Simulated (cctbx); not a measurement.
# A crystallographic session in cctbx: Nb2Cd3

Library: cctbx 2025.11. The data are simulated by the first script.

## 1. Simulate the data

run.py:

```python
from cctbx import adptbx, crystal, miller, sgtbx, xray
from cctbx.array_family import flex
from iotbx.shelx import hklf
from scitbx import matrix
import scitbx.random

cs = crystal.symmetry(unit_cell=(4.316, 4.316, 6.838, 90, 90, 120), space_group_symbol='Hall: -P 3 2"')  # P-3m1
atoms = [  # label, site, U (iso, or U11 U22 U33 U12 U13 U23 in A^2), occupancy
    ("Cd1", (0, 0, 0), (0.0047, 0.0047, 0.0044, 0.0024, 0.0000, 0.0000), 1),
    ("Cd2", (2/3, 1/3, 0.3675), (0.0050, 0.0050, 0.0047, 0.0025, 0.0000, 0.0000), 1),
    ("Nb1", (2/3, 1/3, 0.7511), (0.0023, 0.0023, 0.0045, 0.0012, 0.0000, 0.0000), 1),
]
xs = xray.structure(crystal_symmetry=cs)
for label, site, u, occ in atoms:
    u = adptbx.u_cif_as_u_star(cs.unit_cell(), u) if isinstance(u, tuple) else u
    xs.add_scatterer(xray.scatterer(label, site=site, u=u, occupancy=occ))
xs.set_inelastic_form_factors(0.71073, "sasaki")
xs.show_summary()
p1 = xs.expand_to_p1()
ms = miller.build_set(p1, anomalous_flag=True, d_min=0.7)
flex.set_random_seed(862231)
scitbx.random.set_random_seed(862231)
ms = ms.select(flex.random_double(ms.size()) < 0.95)
i = ms.structure_factors_from_scatterers(p1, algorithm="direct").f_calc().as_intensity_array().data()
i = i * 20000 / flex.max(i)
sig = flex.sqrt(i + flex.pow2(0.02 * i) + 8 ** 2)
noise = scitbx.random.variate(scitbx.random.normal_distribution())(i.size())
data = ms.array(data=i + sig * noise, sigmas=sig).set_observation_type_xray_intensity()
with open("data.hkl", "w") as f:
    data.export_as_shelx_hklf(f)
print("reflections written:", data.size(), " <I/sigma> = %.1f" % flex.mean(data.data() / data.sigmas()))
for h, a, b in list(data.sort("data"))[:12]:
    print("%4d%4d%4d %9.1f %7.1f" % (h + (a, b)))
```

```console
$ python run.py
```

```text
Number of scatterers: 3
At special positions: 3
Unit cell: (4.316, 4.316, 6.838, 90, 90, 120)
Space group: P -3 m 1 (No. 164)
reflections written: 1316  <I/sigma> = 21.7
   2  -1   0   20610.4   424.3
   1  -2   0   20453.4   424.3
  -2   1   0   20072.0   424.3
  -1  -1   0   19993.7   424.3
  -1   2   0   19717.1   424.3
   1   1   0   19240.5   424.3
   0   1   2   14629.9   304.8
  -1   1  -2   14279.1   304.8
   1  -1   2   14137.3   304.8
   1   0  -2   14116.2   304.8
  -1   0   2   13662.9   304.8
   0   3   0   11335.0   241.2
```

Run time: 0.49 s on 1 thread of Arm Neoverse N1, on a shared host, peak memory 0.07 GiB.

## 2. Symmetry

run.py:

```python
from cctbx import crystal, sgtbx, statistics
from cctbx.array_family import flex
from iotbx.shelx import hklf

p1 = crystal.symmetry(unit_cell=(4.316, 4.316, 6.838, 90, 90, 120), space_group_symbol="P 1")
raw = hklf.reader(file_name="data.hkl").as_miller_arrays(crystal_symmetry=p1, anomalous=True)[0]
print(raw.size(), "reflections to d = %.3f A" % raw.d_min())
isig = raw.data() / raw.sigmas()
print("centring   violations  <I/sigma> of those")
best = "P"
for c in "ABCIRF":
    a = raw.customized_copy(space_group_info=sgtbx.space_group_info("Hall: %s 1" % c)).sys_absent_flags().data()
    m = flex.mean(isig.select(a))
    print("%5s %10d of %5d %8.1f" % (c, (isig.select(a) > 4).count(True), a.count(True), m))
    if (isig.select(a) > 4).count(True) < 0.01 * a.count(True):
        best = c
raw = raw.select(~raw.customized_copy(space_group_info=sgtbx.space_group_info("Hall: %s 1" % best)).sys_absent_flags().data())
isig = raw.data() / raw.sigmas()
rows = []
for s in sgtbx.space_group_symbol_iterator():
    g = sgtbx.space_group(s)
    if g.conventional_centring_type_symbol() != best or not g.is_compatible_unit_cell(p1.unit_cell(), 1e-3, 0.02):
        continue
    rows.append((s, g))
print("Laue class    unique    Rint  (classes that these axes allow; Friedel mates merged)")
rint = {}
for s, g in rows:
    laue = g.build_derived_patterson_group()
    key = laue.type().hall_symbol()
    if key not in rint:
        m = raw.customized_copy(space_group_info=laue.info(), anomalous_flag=False).merge_equivalents()
        rint[key] = m.r_int()
        print("%-14s %6d %7.3f" % (laue.type().lookup_symbol(), m.array().size(), m.r_int()))
floor = min(rint.values())
good = [(s, g) for s, g in rows if rint[g.build_derived_patterson_group().type().hall_symbol()] < 2 * floor + 0.03]
top = max(g.build_derived_patterson_group().order_z() for s, g in good)
print("space group    extra absences  I>4sigma  <I/sigma>")
for s, g in good:
    laue = g.build_derived_patterson_group()
    if laue.order_z() != top:
        continue
    a = raw.customized_copy(space_group_info=g.info()).sys_absent_flags().data()
    a &= ~raw.customized_copy(space_group_info=laue.info()).sys_absent_flags().data()
    bad = (isig.select(a) > 4).count(True)
    if bad <= 0.03 * a.count(True):
        print("%-16s %8d %10d %9s  %s" % (s.universal_hermann_mauguin(), a.count(True), bad, "%.1f" % flex.mean(isig.select(a)) if a.count(True) else "-", "centric" if g.is_centric() else "acentric"))
laue = max(good, key=lambda t: t[1].build_derived_patterson_group().order_z())[1].build_derived_patterson_group()
f = raw.customized_copy(space_group_info=laue.info(), anomalous_flag=False).merge_equivalents().array().eliminate_sys_absent().f_sq_as_f()
f.set_observation_type_xray_amplitude()
bins = max(3, min(8, f.size() // 12))
f.setup_binner(n_bins=bins)
w = statistics.wilson_plot(f, {e: n / laue.order_z() for e, n in {'Cd': 3.0, 'Nb': 2.0}.items()}, e_statistics=True)
print("Wilson B = %.2f A^2   <|E^2-1|> = %.3f (0.968 centric, 0.736 acentric)   E^2>4: %.1f %%" % (w.wilson_b, w.mean_e_sq_minus_1, w.percent_e_sq_gt_2))
print("shell (A)         n   <I/sigma>")
m = raw.customized_copy(space_group_info=laue.info(), anomalous_flag=False).merge_equivalents().array().eliminate_sys_absent()
for b in m.setup_binner(n_bins=bins).range_used():
    sel = m.binner().selection(b)
    print("%5.2f - %4.2f %6d %8.1f" % (min(m.binner().bin_d_range(b)[0] if m.binner().bin_d_range(b)[0] > 0 else 99, 99), m.binner().bin_d_range(b)[1], sel.count(True), flex.mean((m.data() / m.sigmas()).select(sel))))
```

```console
$ python run.py
```

```text
1316 reflections to d = 0.701 A
centring   violations  <I/sigma> of those
    A        571 of   666     21.8
    B        569 of   661     21.8
    C        566 of   671     22.0
    I        566 of   661     21.8
    R        761 of   893     19.1
    F        853 of   999     21.9
Laue class    unique    Rint  (classes that these axes allow; Friedel mates merged)
P -1              692   0.017
P 1 1 2/m         378   0.349
P -3              237   0.023
P -3 1 m          145   0.349
P -3 m 1          162   0.024
P 6/m             132   0.349
P 6/m m m         101   0.349
space group    extra absences  I>4sigma  <I/sigma>
P 3 2 1                 0          0         -  acentric
P 3 m 1                 0          0         -  acentric
P -3 m 1                0          0         -  centric
Wilson B = 0.51 A^2   <|E^2-1|> = 0.787 (0.968 centric, 0.736 acentric)   E^2>4: 1.3 %
shell (A)         n   <I/sigma>
 6.84 - 1.40     25     61.5
 1.40 - 1.11     19     61.7
 1.11 - 0.97     25     60.0
 0.97 - 0.88     17     59.8
 0.88 - 0.82     19     53.9
 0.82 - 0.77     15     58.3
 0.77 - 0.73     16     42.1
 0.73 - 0.70     26     52.6
```

Time: 0.45 s.

## 3. Patterson map

run.py:

```python
from cctbx import crystal, maptbx
from iotbx.shelx import hklf

cs = crystal.symmetry(unit_cell=(4.316, 4.316, 6.838, 90, 90, 120), space_group_symbol='Hall: -P 3 2"')  # P-3m1
raw = hklf.reader(file_name="data.hkl").as_miller_arrays(crystal_symmetry=cs, anomalous=True)[0]
merged = raw.eliminate_sys_absent().merge_equivalents()
fo2 = merged.array().set_observation_type_xray_intensity()
f = fo2.average_bijvoet_mates().f_sq_as_f()
pm = f.patterson_map(symmetry_flags=maptbx.use_space_group_symmetry, sharpening=True, resolution_factor=0.25)
peaks = pm.peak_search(parameters=maptbx.peak_search_parameters(min_distance_sym_equiv=0.4, max_clusters=14)).all()
top = peaks.heights()[0]
print("Patterson group", f.patterson_symmetry().space_group_info())
print("      u       v       w   height  length (A)")
for x, h in zip(peaks.sites(), peaks.heights()):
    y = [t - round(t) for t in x]
    print("%7.3f %7.3f %7.3f %8.1f %8.2f" % (x + (1000 * h / top, cs.unit_cell().length(y))))
```

```console
$ python run.py
```

```text
Patterson group P -3 m 1
      u       v       w   height  length (A)
  0.000   0.000   0.000   1000.0     0.00
  0.333   0.667   0.633    427.0     3.54
  0.333   0.667   0.253    368.9     3.03
  0.000   0.000   0.382    364.0     2.61
  0.333   0.667   0.114    351.7     2.61
  0.333   0.667   0.739    191.1     3.06
  0.333   0.667   0.494    156.1     4.20
  0.000   0.244   0.000     58.2     1.05
  0.000   0.000   0.155     44.5     1.06
  0.214   0.427   0.055     44.1     1.64
  0.078   0.155   0.878     42.1     1.02
  0.088   0.544   0.690     41.1     3.04
  0.117   0.234   0.067     39.9     0.99
  0.127   0.255   0.578     39.2     3.04
```

Time: 0.41 s.

## 4. Charge flipping

run.py:

```python
import itertools
from cctbx import crystal, maptbx
from cctbx.array_family import flex
from iotbx.shelx import hklf
from smtbx.ab_initio import charge_flipping as cf

cs = crystal.symmetry(unit_cell=(4.316, 4.316, 6.838, 90, 90, 120), space_group_symbol='Hall: -P 3 2"')  # P-3m1
raw = hklf.reader(file_name="data.hkl").as_miller_arrays(crystal_symmetry=cs, anomalous=True)[0]
merged = raw.eliminate_sys_absent().merge_equivalents()
fo2 = merged.array().set_observation_type_xray_intensity()
f = fo2.average_bijvoet_mates().f_sq_as_f().resolution_filter(d_min=0.8)
p1 = f.expand_to_p1()
p1.setup_binner_counting_sorted(reflections_per_bin=max(40, p1.size() // 12))
work = p1.array(data=p1.data() / p1.amplitude_quasi_normalisations().data())
flex.set_random_seed(96463)
it = cf.weak_reflection_improved_iterator(delta=None, weak_reflection_fraction=0.2)
it.start(work, phases=flex.random_double(p1.size()) * 6.2832, f_000=0)
it.delta = 1.1 * it.rho_map.sigma()
print("cycle      R  skewness")
for n, st in enumerate(itertools.islice(it, 300)):
    if n % 25 == 0:
        print("%5d %6.3f %8.2f" % (n, st.r1_factor(), st.rho_map.skewness()))
rho = p1.phase_transfer(it.f_calc).fft_map().apply_volume_scaling()
polish = cf.low_density_elimination_iterator(constant_rho_c=rho.sigma())
polish.start(f_obs=p1, phases=it.f_calc, f_000=0)
for _ in range(8):
    next(polish)
print("origin shift          correlation  skewness")
maps = []
for fc, shift, cc in itertools.islice(cf.f_calc_symmetrisations(f, polish.f_calc, 0), 4):
    m = f.phase_transfer(fc).fft_map(symmetry_flags=maptbx.use_space_group_symmetry, resolution_factor=0.25).apply_sigma_scaling()
    maps.append((m.skewness(), cc, m))
    print("%6.3f %6.3f %6.3f %10.3f %9.2f" % (tuple(shift) + (cc, m.skewness())))
skew, cc, m = max((t for t in maps if t[1] > maps[0][1] - 0.04), key=lambda t: t[0])
print("taken: symmetry correlation %.3f, skewness %.2f" % (cc, skew))
peaks = m.peak_search(parameters=maptbx.peak_search_parameters(min_distance_sym_equiv=0.9, max_clusters=8)).all()
sps = cs.special_position_settings(min_distance_sym_equiv=0.5)
print("peak      x       y       z  mult  height/sigma")
for k, (x, h) in enumerate(zip(peaks.sites(), peaks.heights())):
    ss = sps.site_symmetry(x)
    print("Q%-3d %7.4f %7.4f %7.4f %4d %8.1f" % ((k + 1,) + tuple(t % 1 for t in ss.exact_site()) + (ss.multiplicity(), h)))
```

```console
$ python run.py
```

```text
cycle      R  skewness
    0  0.581     0.37
   25  0.478     3.15
   50  0.430     3.21
   75  0.427     2.85
  100  0.441     3.18
  125  0.451     2.87
  150  0.444     2.80
  175  0.431     3.03
  200  0.433     2.97
  225  0.457     3.01
  250  0.470     2.81
  275  0.437     2.81
origin shift          correlation  skewness
 0.380  0.088  0.371      0.889      3.09
 0.380  0.086  0.121      0.909      4.78
 0.706  0.745  0.274      0.891      2.66
 0.050  0.419  0.463      0.906      4.03
taken: symmetry correlation 0.909, skewness 4.78
peak      x       y       z  mult  height/sigma
Q1    0.0000  0.0000  0.2976    2     13.8
Q2    0.3333  0.6667  0.9298    2     10.1
Q3    0.3333  0.6667  0.3541    2      4.8
Q4    0.3333  0.6667  0.5225    2      2.2
Q5    0.2049  0.4098  0.1201    6      1.9
Q6    0.3333  0.6667  0.1926    2      1.5
Q7    0.1339  0.2678  0.6636    6      1.5
Q8    0.0000  0.2124  0.0000    6      1.4
```

Time: 0.52 s.

## 5. Refinement (model from the peaks)

run.py:

```python
import math
from cctbx import adptbx, crystal, maptbx, sgtbx, xray
from cctbx.array_family import flex
from cctbx.xray import observations
from iotbx.shelx import hklf
from scitbx.lstbx import normal_eqns_solving
from smtbx import absolute_structure, utils
from smtbx.refinement import constraints, least_squares

cs = crystal.symmetry(unit_cell=(4.316, 4.316, 6.838, 90, 90, 120), space_group_symbol='Hall: -P 3 2"')  # P-3m1
atoms = [  # label, site, U (iso, or U11 U22 U33 U12 U13 U23 in A^2), occupancy
    ("Cd1", (0, 0, 0.2976), 0.0200, 1),
    ("Nb1", (0.3333, 0.6667, 0.9298), 0.0200, 1),
]
xs = xray.structure(crystal_symmetry=cs)
for label, site, u, occ in atoms:
    u = adptbx.u_cif_as_u_star(cs.unit_cell(), u) if isinstance(u, tuple) else u
    xs.add_scatterer(xray.scatterer(label, site=site, u=u, occupancy=occ))
xs.set_inelastic_form_factors(0.71073, "sasaki")
raw = hklf.reader(file_name="data.hkl").as_miller_arrays(crystal_symmetry=cs, anomalous=True)[0]
merged = raw.eliminate_sys_absent().merge_equivalents()
fo2 = merged.array().set_observation_type_xray_intensity()
print("Rint %.3f, %d unique reflections to %.2f A" % (merged.r_int(), fo2.size(), fo2.d_min()))
for sc in xs.scatterers():
    sc.flags.set_grad_site(True)
    sc.flags.set_grad_u_aniso(sc.flags.use_u_aniso())
    sc.flags.set_grad_u_iso(sc.flags.use_u_iso())
obs = fo2.as_xray_observations()
extra = {}
rep = constraints.reparametrisation(xs, [], utils.connectivity_table(xs), **extra)
ls = least_squares.crystallographic_ls(obs, rep, weighting_scheme=least_squares.mainstream_shelx_weighting(a=0, b=0))
print("cycle     R1     wR2    GooF  max shift (A)")
for cycle in range(6):
    ls.build_up()
    r1, wr2, goof = ls.r1_factor(cutoff_factor=2)[0], ls.wR2(), ls.goof()
    old = xs.sites_cart()
    normal_eqns_solving.levenberg_marquardt_iterations(ls, n_max_iterations=3, tau=0.0001, step_threshold=1e-7)
    big = flex.max((xs.sites_cart() - old).norms())
    print("%4d %7.4f %7.4f %7.3f %9.5f" % (cycle + 1, r1, wr2, goof, big))
    ls.build_up(objective_only=True)
    if abs(ls.wR2() - wr2) < 5e-5 and big < 5e-4:
        break
ls.build_up()
print("final R1 %.4f wR2 %.4f GooF %.3f  parameters %d  data/parameter %.1f" % (ls.r1_factor(cutoff_factor=2)[0], ls.wR2(), ls.goof(), ls.n_parameters, fo2.size() / ls.n_parameters))
cov = ls.covariance_matrix_and_annotations()
su = dict(zip(cov.annotations, (math.sqrt(max(v, 0)) for v in cov.matrix.matrix_packed_u_diagonal())))
a2 = cs.unit_cell().reciprocal_parameters()[0] ** -2
print("atom        x        y        z      Ueq    occ   su(xyz)  su(Uiso or U11)")
for sc in xs.scatterers():
    s = max(su.get(sc.label + k, 0) for k in (".x", ".y", ".z"))
    npd = "" if sc.is_positive_definite_u(cs.unit_cell()) else "  NPD"
    print("%-5s %8.5f %8.5f %8.5f %8.4f %6.3f %8.5f %7.4f%s" % ((sc.label,) + sc.site + (sc.u_iso_or_equiv(cs.unit_cell()), sc.occupancy, s, su.get(sc.label + ".uiso", su.get(sc.label + ".u11", 0) * a2), npd)))
fo = fo2.f_sq_as_f()
fc = fo.structure_factors_from_scatterers(xs, algorithm="direct").f_calc()
diff = fo.f_obs_minus_f_calc(1 / math.sqrt(ls.scale_factor()), fc).average_bijvoet_mates()
m = diff.fft_map(symmetry_flags=maptbx.use_space_group_symmetry, resolution_factor=0.25).apply_volume_scaling()
print("difference map: max %.2f min %.2f rms %.2f" % (m.statistics().max(), m.statistics().min(), m.statistics().sigma()))
peaks = m.peak_search(parameters=maptbx.peak_search_parameters(min_distance_sym_equiv=0.6, max_clusters=6)).all()
near = xs.closest_distances(peaks.sites(), distance_cutoff=4)
sps = cs.special_position_settings(min_distance_sym_equiv=0.5)
for k, (x, h) in enumerate(zip(peaks.sites(), peaks.heights())):
    ss = sps.site_symmetry(x)
    print("Q%-3d %7.4f %7.4f %7.4f %4d %7.2f  %.2f A from %s" % ((k + 1,) + tuple(t % 1 for t in ss.exact_site()) + (ss.multiplicity(), h, near.smallest_distances[k], xs.scatterers()[near.i_seqs[k]].label)))
```

```console
$ python run.py
```

```text
Rint 0.024, 162 unique reflections to 0.70 A
cycle     R1     wR2    GooF  max shift (A)
   1  0.5218  0.8312  56.879   0.07541
   2  0.3873  0.6888  47.137   0.00021
final R1 0.3872 wR2 0.6889 GooF 47.138  parameters 4  data/parameter 40.5
atom        x        y        z      Ueq    occ   su(xyz)  su(Uiso or U11)
Cd1    0.00000  0.00000  0.30861   0.0001  1.000  0.00158  0.0034
Nb1    0.33333  0.66667  0.93479   0.0001  1.000  0.00181  0.0036
difference map: max 130.76 min -66.37 rms 8.90
Q1    0.0000  0.0000  0.3067    2  132.25  0.01 A from Cd1
Q2    0.3333  0.6667  0.8012    2  103.23  0.91 A from Nb1
Q3    0.3333  0.6667  0.4250    2   97.38  2.62 A from Cd1
Q4    0.3333  0.6667  0.2093    2   34.86  1.88 A from Nb1
Q5    0.3333  0.6667  0.9755    2   28.61  0.28 A from Nb1
Q6    0.0000  0.0000  0.5000    1   12.49  1.31 A from Cd1
```

Time: 0.83 s.

Figures of merit this high mean that the model is still wrong or incomplete.

## 6. Refinement (atoms added from the difference map)

run.py, as its changes from the last script of this kind:

```diff
@@ -12,2 +12,3 @@
-    ("Cd1", (0, 0, 0.2976), 0.0200, 1),
-    ("Nb1", (0.3333, 0.6667, 0.9298), 0.0200, 1),
+    ("Cd1", (0, 0, 0.30861), 0.0030, 1),
+    ("Nb1", (1/3, 2/3, 0.93479), 0.0030, 1),
+    ("Cd2", (0, 0, 0.5), 0.0200, 1),
@@ -58 +59 @@
-peaks = m.peak_search(parameters=maptbx.peak_search_parameters(min_distance_sym_equiv=0.6, max_clusters=6)).all()
+peaks = m.peak_search(parameters=maptbx.peak_search_parameters(min_distance_sym_equiv=0.6, max_clusters=5)).all()
```

```console
$ python run.py
```

```text
Rint 0.024, 162 unique reflections to 0.70 A
cycle     R1     wR2    GooF  max shift (A)
   1  0.4686  0.7845  53.858   0.03369
   2  0.3901  0.6894  47.326   0.00875
   3  0.3864  0.6807  46.728   0.00255
   4  0.3854  0.6787  46.588   0.00076
   5  0.3851  0.6781  46.550   0.00024
   6  0.3851  0.6779  46.538   0.00008
final R1 0.3850 wR2 0.6779 GooF 46.534  parameters 5  data/parameter 32.4
atom        x        y        z      Ueq    occ   su(xyz)  su(Uiso or U11)
Cd1    0.00000  0.00000  0.30853   0.0001  1.000  0.00164  0.0031
Nb1    0.33333  0.66667  0.93791   0.0001  1.000  0.00201  0.0035
Cd2    0.00000  0.00000  0.50000   0.0927  1.000  0.00000  0.0260
difference map: max 99.56 min -49.90 rms 9.10
Q1    0.0000  0.0000  0.3032    2   99.86  0.04 A from Cd1
Q2    0.3333  0.6667  0.4223    2   69.00  2.55 A from Cd2
Q3    0.3333  0.6667  0.8070    2   64.24  0.90 A from Nb1
Q4    0.3333  0.6667  0.9561    2   64.22  0.12 A from Nb1
Q5    0.3333  0.6667  0.2837    2   51.19  2.36 A from Nb1
```

Run time: 1.5 s on 1 thread of Arm Neoverse N1 (shared host), peak memory 0.09 GiB.

Figures of merit this high mean that the model is still wrong or incomplete.

[Logs are printed without paths, hosts, clocks, repeated set-up lines and the standing remarks that a program may print on its own settings, such as how far it seeks lower states.]
